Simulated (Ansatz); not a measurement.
# HRu2C, from a guessed structure to a relaxed one

Starting from a made-up structure for HRu2C, the aim is the relaxed cell, its shortest contacts and, where a second run follows, its electronic structure.

Method: DFT, PBE, plane-wave PAW, files of the set soft_1, scalar-relativistic, no spin, cell and ions relaxed at zero pressure; PAW set soft_1, in the first sound run; inputs show where later runs differ, in Ansatz 0.2.0.

**1. The structure**

It takes space group R-3m (No. 166, trigonal). Conventional cell: a = 2.895 Å, b = 2.895 Å, c = 13.738 Å, α = 90.00°, β = 90.00°, γ = 120.00°. Nearest to Ru lie 3 C at 2.00 Å and 3 H at 2.05 Å. Nearest to C lie 6 Ru at 2.00 Å. Nearest to H lie 6 Ru at 2.05 Å. Farther neighbours are not listed.

Coordinates:

```cif
data_structure
_symmetry_space_group_name_H-M 'P 1'
_symmetry_Int_Tables_number 1
_cell_length_a 4.8748
_cell_length_b 4.8748
_cell_length_c 4.8748
_cell_angle_alpha 34.547
_cell_angle_beta 34.547
_cell_angle_gamma 34.547
_cell_volume 33.24
loop_
_atom_site_label
_atom_site_type_symbol
_atom_site_fract_x
_atom_site_fract_y
_atom_site_fract_z
_atom_site_occupancy
Ru1 Ru 0.24693 0.24693 0.24693 1
Ru2 Ru 0.75307 0.75307 0.75307 1
C3 C 0.50000 0.50000 0.50000 1
H4 H 0.00000 0.00000 0.00000 1
```

**2. Relaxation of the guess**

The guessed cell has no reason to be at equilibrium. It is relaxed with the atoms, within the space group of the guess.

File input.yaml:

```yaml
crystal:
  lattice:
    - [1.4475, 0.835714515, 4.579333333]
    - [-1.4475, 0.835714515, 4.579333333]
    - [0.0, -1.671429029, 4.579333333]
  atoms:
    - { symbol: Ru, position: [0.246933336, 0.246933336, 0.246933336] }
    - { symbol: Ru, position: [0.753066664, 0.753066664, 0.753066664] }
    - { symbol: C, position: [0.5, 0.5, 0.5] }
    - { symbol: H, position: [0.0, 0.0, 0.0] }
kpoints:
  mp_grid: { grid: [11, 11, 11] }
scf:
  occupations: { method: fermi_dirac, width: 0.05 }
hamiltonian:
  xc: pbe
  pseudopotentials: { kind: paw, azcp: { folder: soft_1 } }
relax:
  f_tol: 0.015
  max_steps: 70
  cell: {}
output:
  forces: true
  stress: true
```

Command:

```
> ansatz run input.yaml --threads 4 --pin off --max-ram 10240MiB --backend cpu --events-out ev --progress --plain --runs-dir out
```

Numbers of over 12 decimals in the logs are rounded to 6 here.

The log of the run:

```text
basis.fft_grid_basis auto: the FFT boxes are laid along the combinations [[1, 0, -1], [0, 1, -1], [0, 0, 1]] of the cell's own vectors, 2.895, 2.895 and 4.875 Å long. The dense box has 20×20×36 points. Along the cell's own vectors, as sized, it would have 36×36×36, 3.24 times as many. Of the 12 symmetry operations that the crystal satisfies within crystal.symmetry.tolerance (time reversal apart; of a slab, those that [...]
Engine: ansatz 0.2.0, aarch64-unknown-linux-gnu
Pseudopotentials: kind: paw
Pseudopotential: Ru, paw, valence charge 16, recommended cutoff 420 eV (normal), soft_1/Ru.paw.azcp
Pseudopotential: C, paw, valence charge 4, recommended cutoff 420 eV (normal), soft_1/C.paw.azcp
Pseudopotential: H, paw, valence charge 1, recommended cutoff 420 eV (normal), soft_1/H.paw.azcp
Functional definition: PBE
  parameter kappa = 0.804
  parameter beta = 0.066725
  exchange = pbe_x(kappa = kappa, mu = beta*pi^2/3)
  correlation = pbe_c(beta = beta)
Crystal: 4 atoms, lattice volume = 33.238 Å³
Basis set: ecut = 420 eV, 651 PW (Γ), FFT grids on a1−a3, a2−a3, a3, exchange–correlation on 40×40×72 points (8 copies of the dense FFT grid, shifted against one another)
Bands: 23, of which v1, the nominal top of the filled ones, is band 19 counted from 1 (18 counted from 0)
Symmetry: 12 space group operations
Space group: R-3m (ITA 166), of the structure as read, at distance tolerance 3.2e-5 Å
k-points: 146 of 1331
Non-local potential: Ru, projectors of the file, l = 0: 3, l = 1: 2, l = 2: 2, l = 3: 1
Non-local potential: C, projectors of the file, l = 0: 2, l = 1: 2, l = 2: 1
Non-local potential: H, projectors of the file, l = 0: 2, l = 1: 1
PAW form: soft (Blöchl's): semilocal exchange-correlation on the pseudo side does not see the compensation charge
PAW one-centre angular grid: Ru, 590 points (default); XC on 64 Gauss nodes
PAW one-centre angular grid: C, 110 points (default); XC on 64 Gauss nodes
PAW one-centre angular grid: H, 110 points (default); XC on 64 Gauss nodes
Initial density: superposition of atomic densities (chi_scale 0.1, normalization cell, long waves kept (reshape's long-wave potential 0.01 eV rms))
Initial wavefunctions: pseudopotential atomic-orbital guess
Functional: x = pbe(κ = 0.804, μ = 0.219515), c = pbe(β = 0.066725)
SCF iter   1: F=—  HF=-12024.646627 eV  |F-HF|=—  |Δ(HF+E_count)|=         —  Δρ=1.57e-1  dr2=1.04e1  ethr=3.10e-3  ⟨swp⟩=5.9  Hψ=14350  notcnv=0
preconditioner: auto → Kerker (q_TF=auto, 2.777 Å⁻¹)  [metal: Δε(μ)=0.012 eV  Ē_g=8.475 eV  σ=0.050 eV  W_gap=0.06  n_scr=16 (ndim 8)  ℏωp=29.5 eV  f_vac=0.000  D(μ)=3.15/eV (n_scr^D=36)]
SCF iter   2: F=—  HF=-12022.951124 eV  |F-HF|=—  |Δ(HF+E_count)|=    1.70e0  Δρ=8.24e-2  dr2=3.03e0  ethr=3.10e-3  ⟨swp⟩=2.4  Hψ=6600  notcnv=0
SCF iter   3: F=—  HF=-12022.288732 eV  |F-HF|=—  |Δ(HF+E_count)|=   6.62e-1  Δρ=9.64e-3  dr2=2.40e-2  ethr=3.10e-3  ⟨swp⟩=2.2  Hψ=5617  notcnv=0
SCF iter   4: F=—  HF=-12022.285964 eV  |F-HF|=—  |Δ(HF+E_count)|=   2.77e-3  Δρ=1.70e-3  dr2=1.38e-3  ethr=6.50e-5  ⟨swp⟩=2.7  Hψ=6693  notcnv=0
SCF iter   5: F=—  HF=-12022.285771 eV  |F-HF|=—  |Δ(HF+E_count)|=   1.93e-4  Δρ=3.44e-4  dr2=4.14e-5  ethr=3.72e-6  ⟨swp⟩=2.2  Hψ=4649  notcnv=0
SCF iter   6: F=—  HF=-12022.285760 eV  |F-HF|=—  |Δ(HF+E_count)|=   1.07e-5  Δρ=9.65e-5  dr2=3.76e-6  ethr=1.12e-7  ⟨swp⟩=2.1  Hψ=4973  notcnv=0
SCF iter   7: F=—  HF=-12022.285759 eV  |F-HF|=—  |Δ(HF+E_count)|=   6.49e-7  Δρ=1.75e-5  dr2=1.55e-7  ethr=1.02e-8  ⟨swp⟩=2.4  Hψ=5023  notcnv=0
SCF iter   8: F=-12022.285759 eV  HF=-12022.285759 eV  |F-HF|=1.01e-9  |Δ(HF+E_count)|=   1.80e-8  Δρ=3.70e-6  dr2=3.59e-9  ethr=2.70e-10  ⟨swp⟩=4.1  Hψ=11039  notcnv=0
SCF 1 converged in 8 iterations: F = -12022.285759 eV  dr2 = 3.59e-9
  greatest PAW one-centre occupation: 1.000 electrons in one spin orbital (limit 2), on the Ru atom at site 1 (counted from 0), in its partial waves of l = 0
relax step   1: F+E_penalty+E_count = -12022.28575945 eV  Δ(F+E_penalty+E_count) = +0.000e0 eV  max|allowed force component| = 1.895e0 eV/Å  Δτ_max = 0.0000 Å  P = +39.627 GPa  Ω = 33.238 Å³  (8 SCF iters, dr2 threshold 1.00e-7 eV, accepted)
Crystal: 4 atoms, lattice volume = 37.195 Å³
Basis set: ecut = 420 eV, 711 PW (Γ), FFT grids on a1−a3, a2−a3, a3, exchange–correlation on 40×40×72 points (8 copies of the dense FFT grid, shifted against one another)
Initial density: handed on by an earlier stage of this run
Initial wavefunctions: those handed on with the density
iter 1 solved again at ethr=7.84e-4 eV; its pass at ethr=3.10e-3 eV (dr2=2.90e-1 eV) is discarded
SCF iter   1: F=—  HF=-12022.797976 eV  |F-HF|=—  |Δ(HF+E_count)|=         —  Δρ=2.53e-2  dr2=2.92e-1  ethr=7.84e-4  ⟨swp⟩=1.0  Hψ=17316  notcnv=0
preconditioner: auto → Kerker (q_TF=auto, 2.726 Å⁻¹)  [metal: Δε(μ)=0.005 eV  Ē_g=7.244 eV  σ=0.050 eV  W_gap=0.03  n_scr=16 (ndim 8)  ℏωp=27.9 eV  f_vac=0.000  D(μ)=4.56/eV (n_scr^D=60)]
SCF iter   2: F=—  HF=-12022.755342 eV  |F-HF|=—  |Δ(HF+E_count)|=   4.26e-2  Δρ=1.39e-2  dr2=8.90e-2  ethr=7.84e-4  ⟨swp⟩=2.0  Hψ=3830  notcnv=0
SCF iter   3: F=—  HF=-12022.735795 eV  |F-HF|=—  |Δ(HF+E_count)|=   1.95e-2  Δρ=1.31e-3  dr2=4.15e-4  ethr=2.41e-4  ⟨swp⟩=2.0  Hψ=5547  notcnv=0
SCF iter   4: F=—  HF=-12022.735793 eV  |F-HF|=—  |Δ(HF+E_count)|=   1.26e-6  Δρ=2.54e-4  dr2=1.31e-5  ethr=1.12e-6  ⟨swp⟩=2.2  Hψ=4186  notcnv=0
SCF iter   5: F=—  HF=-12022.735791 eV  |F-HF|=—  |Δ(HF+E_count)|=   2.43e-6  Δρ=4.35e-5  dr2=5.38e-7  ethr=3.54e-8  ⟨swp⟩=2.5  Hψ=5468  notcnv=0
SCF iter   6: F=-12022.735791 eV  HF=-12022.735791 eV  |F-HF|=1.37e-8  |Δ(HF+E_count)|=   5.26e-8  Δρ=7.90e-6  dr2=3.08e-8  ethr=1.08e-9  ⟨swp⟩=4.0  Hψ=10940  notcnv=0
SCF 2 converged in 6 iterations: F = -12022.735791 eV  dr2 = 3.08e-8
relax step   2: F+E_penalty+E_count = -12022.73579092 eV  Δ(F+E_penalty+E_count) = -4.500e-1 eV  max|allowed force component| = 1.678e-1 eV/Å  Δτ_max = 0.0144 Å  P = -0.934 GPa  Ω = 37.195 Å³  energy of the carried Pulay correction = -1.027e-2 eV  (6 SCF iters, dr2 threshold 4.00e-7 eV, accepted)
Crystal: 4 atoms, lattice volume = 36.874 Å³
Basis set: ecut = 420 eV, 717 PW (Γ), FFT grids on a1−a3, a2−a3, a3, exchange–correlation on 40×40×72 points (8 copies of the dense FFT grid, shifted against one another)
iter 1 solved again at ethr=1.97e-5 eV; its pass at ethr=3.10e-3 eV (dr2=7.29e-3 eV) is discarded
SCF iter   1: F=—  HF=-12022.817763 eV  |F-HF|=—  |Δ(HF+E_count)|=         —  Δρ=8.01e-3  dr2=7.33e-3  ethr=1.97e-5  ⟨swp⟩=1.2  Hψ=19737  notcnv=0
preconditioner: auto → Kerker (q_TF=auto, 2.730 Å⁻¹)  [metal: Δε(μ)=0.013 eV  Ē_g=7.222 eV  σ=0.050 eV  W_gap=0.07  n_scr=14 (ndim 8)  ℏωp=28.0 eV  f_vac=0.000  D(μ)=2.92/eV (n_scr^D=28)]
SCF iter   2: F=—  HF=-12022.817287 eV  |F-HF|=—  |Δ(HF+E_count)|=   4.76e-4  Δρ=4.41e-3  dr2=2.35e-3  ethr=1.97e-5  ⟨swp⟩=1.0  Hψ=3358  notcnv=0
SCF iter   3: F=—  HF=-12022.817215 eV  |F-HF|=—  |Δ(HF+E_count)|=   7.11e-5  Δρ=4.05e-4  dr2=4.46e-5  ethr=6.35e-6  ⟨swp⟩=2.7  Hψ=5011  notcnv=0
SCF iter   4: F=—  HF=-12022.817212 eV  |F-HF|=—  |Δ(HF+E_count)|=   3.48e-6  Δρ=8.81e-5  dr2=2.35e-6  ethr=1.20e-7  ⟨swp⟩=2.7  Hψ=5183  notcnv=0
iter 5 did not close the SCF: its close was put off for the readings that it lacked (scf_convergence_deferred on its scf_iter line)
SCF iter   5: F=-12022.817212 eV  HF=-12022.817212 eV  |F-HF|=2.44e-8  |Δ(HF+E_count)|=   1.78e-7  Δρ=1.97e-5  dr2=1.28e-7  ethr=6.36e-9  ⟨swp⟩=2.7  Hψ=5117  notcnv=0
SCF iter   6: F=-12022.817212 eV  HF=-12022.817212 eV  |F-HF|=2.17e-9  |Δ(HF+E_count)|=   5.81e-9  Δρ=4.26e-6  dr2=5.95e-9  ethr=3.46e-10  ⟨swp⟩=2.3  Hψ=11408  notcnv=0
SCF 3 converged in 6 iterations: F = -12022.817212 eV  dr2 = 5.95e-9
relax step   3: F+E_penalty+E_count = -12022.81721180 eV  Δ(F+E_penalty+E_count) = -8.142e-2 eV  max|allowed force component| = 5.225e-1 eV/Å  Δτ_max = 0.0215 Å  P = -1.646 GPa  Ω = 36.874 Å³  energy of the carried Pulay correction = -9.477e-3 eV  (6 SCF iters, dr2 threshold 4.00e-7 eV, accepted)
[... from here on, the SCF cycles and remarks between the steps are left out ...]
relax step   4: F+E_penalty+E_count = -12022.83250440 eV  Δ(F+E_penalty+E_count) = -1.529e-2 eV  max|allowed force component| = 3.463e-1 eV/Å  Δτ_max = 0.0165 Å  P = -1.538 GPa  Ω = 36.994 Å³  energy of the carried Pulay correction = -9.772e-3 eV  (6 SCF iters, dr2 threshold 4.00e-7 eV, accepted)
relax step   5: F+E_penalty+E_count = -12022.83774725 eV  Δ(F+E_penalty+E_count) = -5.243e-3 eV  max|allowed force component| = 5.877e-2 eV/Å  Δτ_max = 0.0190 Å  P = +0.118 GPa  Ω = 37.005 Å³  energy of the carried Pulay correction = -9.799e-3 eV  (6 SCF iters, dr2 threshold 4.00e-7 eV, accepted)
relax step   6: F+E_penalty+E_count = -12022.83807856 eV  Δ(F+E_penalty+E_count) = -3.313e-4 eV  max|allowed force component| = 1.303e-3 eV/Å  Δτ_max = 0.0030 Å  P = +0.047 GPa  Ω = 36.984 Å³  energy of the carried Pulay correction = -9.748e-3 eV  (6 SCF iters, dr2 threshold 4.00e-7 eV, accepted)
relax step   7: F+E_penalty+E_count = -12022.83806743 eV  Δ(F+E_penalty+E_count) = +1.113e-5 eV  max|allowed force component| = 4.037e-5 eV/Å  Δτ_max = 0.0000 Å  P = +0.009 GPa  Ω = 36.989 Å³  energy of the carried Pulay correction = -9.761e-3 eV  (6 SCF iters, dr2 threshold 1.30e-8 eV, accepted)
relax step   8: F+E_penalty+E_count = -12022.85791458 eV  Δ(F+E_penalty+E_count) = -1.985e-2 eV  max|allowed force component| = 6.375e-3 eV/Å  Δτ_max = 0.0000 Å  P = +0.451 GPa  Ω = 36.989 Å³  stress off target by 7.14e-1 GPa  SCF on the basis re-selected at this cell (its energy is not comparable with the rows above)  (6 SCF iters)
relax step   9: F+E_penalty+E_count = -12022.85809902 eV  Δ(F+E_penalty+E_count) = -1.844e-4 eV  max|allowed force component| = 1.823e-3 eV/Å  Δτ_max = 0.0015 Å  P = -0.073 GPa  Ω = 37.065 Å³  energy of the carried Pulay correction = -1.377e-4 eV  (6 SCF iters, dr2 threshold 4.00e-7 eV, accepted)
relax step  10: F+E_penalty+E_count = -12022.85812211 eV  Δ(F+E_penalty+E_count) = -2.309e-5 eV  max|allowed force component| = 2.572e-4 eV/Å  Δτ_max = 0.0001 Å  P = +0.005 GPa  Ω = 37.055 Å³  energy of the carried Pulay correction = -1.197e-4 eV  (6 SCF iters, dr2 threshold 2.72e-8 eV, accepted)
iter 1 solved again at ethr=1.53e-7 eV; its pass at ethr=3.10e-3 eV (dr2=5.68e-5 eV) is discarded
SCF iter   1: F=—  HF=-12022.858220 eV  |F-HF|=—  |Δ(HF+E_count)|=         —  Δρ=8.35e-5  dr2=5.71e-8  ethr=1.53e-7  ⟨swp⟩=2.9  Hψ=21971  notcnv=0
SCF iter   2: F=—  HF=-12022.858230 eV  |F-HF|=—  |Δ(HF+E_count)|=   9.82e-6  Δρ=4.25e-5  dr2=1.49e-8  ethr=1.54e-10  ⟨swp⟩=2.2  Hψ=5420  notcnv=0
SCF iter   3: F=—  HF=-12022.858232 eV  |F-HF|=—  |Δ(HF+E_count)|=   1.62e-6  Δρ=5.26e-7  dr2=7.81e-11  ethr=4.04e-11  ⟨swp⟩=1.0  Hψ=3358  notcnv=0
iter 4 did not close the SCF: its close was put off for the readings that it lacked (scf_convergence_deferred on its scf_iter line)
SCF iter   4: F=-12022.858232 eV  HF=-12022.858232 eV  |F-HF|=5.46e-12  |Δ(HF+E_count)|=  1.27e-11  Δρ=1.94e-7  dr2=9.29e-12  ethr=1.00e-12  ⟨swp⟩=1.5  Hψ=3803  notcnv=0
iter 5 did not close the SCF: its close was put off for the readings that it lacked (scf_convergence_deferred on its scf_iter line)
SCF iter   5: F=-12022.858232 eV  HF=-12022.858232 eV  |F-HF|=0.00e0  |Δ(HF+E_count)|=    0.00e0  Δρ=5.30e-8  dr2=1.16e-12  ethr=1.00e-12  ⟨swp⟩=1.0  Hψ=3358  notcnv=0
iter 6 did not close the SCF: its close was put off for the readings that it lacked (scf_convergence_deferred on its scf_iter line)
SCF iter   6: F=-12022.858232 eV  HF=-12022.858232 eV  |F-HF|=0.00e0  |Δ(HF+E_count)|=  1.82e-12  Δρ=6.33e-9  dr2=1.85e-14  ethr=1.00e-12  ⟨swp⟩=1.0  Hψ=3358  notcnv=0
iter 7 did not close the SCF: its close was put off for the readings that it lacked (scf_convergence_deferred on its scf_iter line)
SCF iter   7: F=-12022.858232 eV  HF=-12022.858232 eV  |F-HF|=5.46e-12  |Δ(HF+E_count)|=  3.64e-12  Δρ=2.61e-9  dr2=3.38e-15  ethr=1.00e-12  ⟨swp⟩=1.0  Hψ=3358  notcnv=0
SCF iter   8: F=-12022.858232 eV  HF=-12022.858232 eV  |F-HF|=3.64e-12  |Δ(HF+E_count)|=  5.46e-12  Δρ=5.51e-10  dr2=9.37e-17  ethr=1.00e-12  ⟨swp⟩=1.3  Hψ=7397  notcnv=0
SCF 11 converged in 8 iterations: F = -12022.858232 eV  dr2 = 9.37e-17
relax step  11: F+E_penalty+E_count = -12022.85823186 eV  Δ(F+E_penalty+E_count) = -1.097e-4 eV  max|allowed force component| = 1.971e-4 eV/Å  Δτ_max = 0.0000 Å  P = +0.004 GPa  Ω = 37.055 Å³  stress off target by 9.13e-3 GPa  SCF on the basis re-selected at this cell (its energy is not comparable with the rows above)  (8 SCF iters)
basis re-selected at this cell: Δ(F+E_penalty+E_count) = -1.097e-4 eV, ΔP = -0.001 GPa vs the last step (what re-selecting the basis moved, of the pressure what is left beyond the Pulay correction that the steps carried, after the strain that the cell walked since its last selection, with what the two solves' SCF thresholds leave and, on support functions, any second-order correction that the steps lacked; it is no m [...]
SCF converged after 8 iterations
Free energy (F): -12022.858232 eV
Harris-Foulkes:  -12022.858232 eV  (|F-HF|=3.64e-12)
Internal energy: -12022.836229 eV  (E = F + TS)
E sigma→0 (E₀):  -12022.847230 eV
Entropy (-TS):   -0.022003 eV (-5.501 meV/atom)
Fermi energy:    19.680757 eV
--- Per-component energies (eV) ---
  E_band       = -176.825423
  E_kinetic    = 1023.201469
  E_local      = -3021.944623  (includes V_loc(G=0)·N_el)
  E_nonlocal   = 854.673677
  E_hartree    = 1025.736471
  E_xc         = -395.625026
  E_vxc        = -499.167378  (∫ρ·V_xc dr)
  E_paw        = -7106.291534  (= ΣΔE_a)
  E_vpaw       = -585.062008  (= ΣTr[D̂ρ^β])
  E_aug_tail   = 0.000497  (compensation charges beyond the density's cutoff)
  E_ewald      = -4402.587160
  E_smearing   = -0.022003  (= −TS)
  E_closure    = 0.000000  (closes the sum)
  Σ components = -12022.858232   (vs F -12022.858232, Δ=0.00e0)
--- Forces (eV/Å), atoms counted from 1 ---
  atom   1  Ru     0.00000000     0.00000000     0.00019707
  atom   2  Ru     0.00000000    -0.00000000    -0.00019707
  atom   3  C      0.00000000     0.00000000     0.00000000
  atom   4  H      0.00000000     0.00000000     0.00000000
  max |Σ_I F_I| component: 1.85e-17 eV/Å
--- Stress (GPa, compression-positive) ---
        0.009132      -0.000000      -0.000000
       -0.000000       0.009132      -0.000000
       -0.000000      -0.000000      -0.005681
  P = ⅓ Tr σ = 0.0042 GPa (0.042 kbar)
--- Relaxed structure (9 steps of the walk, 9 accepted, 2 SCFs on fresh bases) ---
  F+E_penalty+E_count = -12022.85823186 eV   max|allowed force component| = 1.971e-4 eV/Å   (the final SCF, on the basis selected at the relaxed cell)
  cell:  # Å, volume = 37.0554 Å³
    - [1.563054, 0.902430, 4.378380]
    - [-1.563054, 0.902430, 4.378380]
    - [0, -1.804859, 4.378380]
  atoms:
    - { symbol: Ru, position: [0.244977, 0.244977, 0.244977] }
    - { symbol: Ru, position: [0.755023, 0.755023, 0.755023] }
    - { symbol: C, position: [0.5, 0.5, 0.500000] }
    - { symbol: H, position: [0, 0, 0] }
```

Elapsed: 16 s, on 4 threads of Arm Neoverse V1, shared host; peak memory 0.44 GiB.

Relaxation path:

```tsv
step	energy less that of the first step (eV)	largest force component (eV/Å)	pressure (GPa)	volume (Å³)
1	0.0000	1.8952	39.63	33.24
2	-0.4500	0.1678	-0.93	37.20
3	-0.5315	0.5225	-1.65	36.87
4	-0.5467	0.3463	-1.54	36.99
5	-0.5520	0.0588	0.12	37.00
6	-0.5523	0.0013	0.05	36.98
7	-0.5523	0.0000	0.01	36.99
8*	-0.5722	0.0064	0.45	36.99
9	-0.5723	0.0018	-0.07	37.07
10	-0.5724	0.0003	0.01	37.06
11*	-0.5725	0.0002	0.00	37.06
```

Relaxation steps marked * repeat the geometry before them on a plane-wave basis chosen anew for their cell, so energy and pressure can jump there.

The run keeps the 12 symmetry operations that it works with, so distortions that break them were not tested.

```tsv
conventional cell, symmetrised	before	after	change
a (Å)	2.895	3.126	+8.0 %
b (Å)	2.895	3.126	+8.0 %
c (Å)	13.738	13.135	-4.4 %
volume (Å³/atom)	8.31	9.26	+11.5 %
```

The atoms that moved most (Å, as changes of fractional coordinates times the final cell):

```tsv
atom	dx	dy	dz	length
Ru1	0.000	0.000	-0.026	0.026
Ru2	0.000	0.000	0.026	0.026
```

The relaxed structure:

```xyz
4
Lattice="1.5631 0.9024 4.3784 -1.5631 0.9024 4.3784 0.0000 -1.8049 4.3784" Properties=species:S:1:pos:R:3 pbc="T T T"
Ru    0.0000    0.0000    3.2178
Ru    0.0000    0.0000    9.9173
C     0.0000    0.0000    6.5676
H     0.0000    0.0000    0.0000
```

Numbers from this step:

```
free energy             : -12022.8582 eV
energy at zero smearing : -12022.8472 eV
smearing term TS        : 0.02200 eV
Fermi energy            : 19.68 eV
electrons               : 37
symmetry operations     : 12
pressure                : 0.004195 GPa
```

Shortest distances by pair of elements, guess and relaxed (not always the same contact):

```tsv
pair	guess (Å)	relaxed (Å)
C–Ru	2.002	2.077
H–Ru	2.050	2.146
Ru–Ru	2.767	2.737
C–H	2.835	2.837
C–C	2.895	3.126
```

The relaxation ends with a largest force component of 2.0e-4 eV/Å and a pressure of 0.00 GPa.

(Continued in part 2 of 2.)

[Logs are printed without paths, hosts, clocks, repeated set-up lines and the standing remarks that a program may print on its own settings, such as how far it seeks lower states.]

[Hosts, paths, dates, database ids (printed as entryN), source tags and the programs' standing remarks are cut or masked in the printed files.]
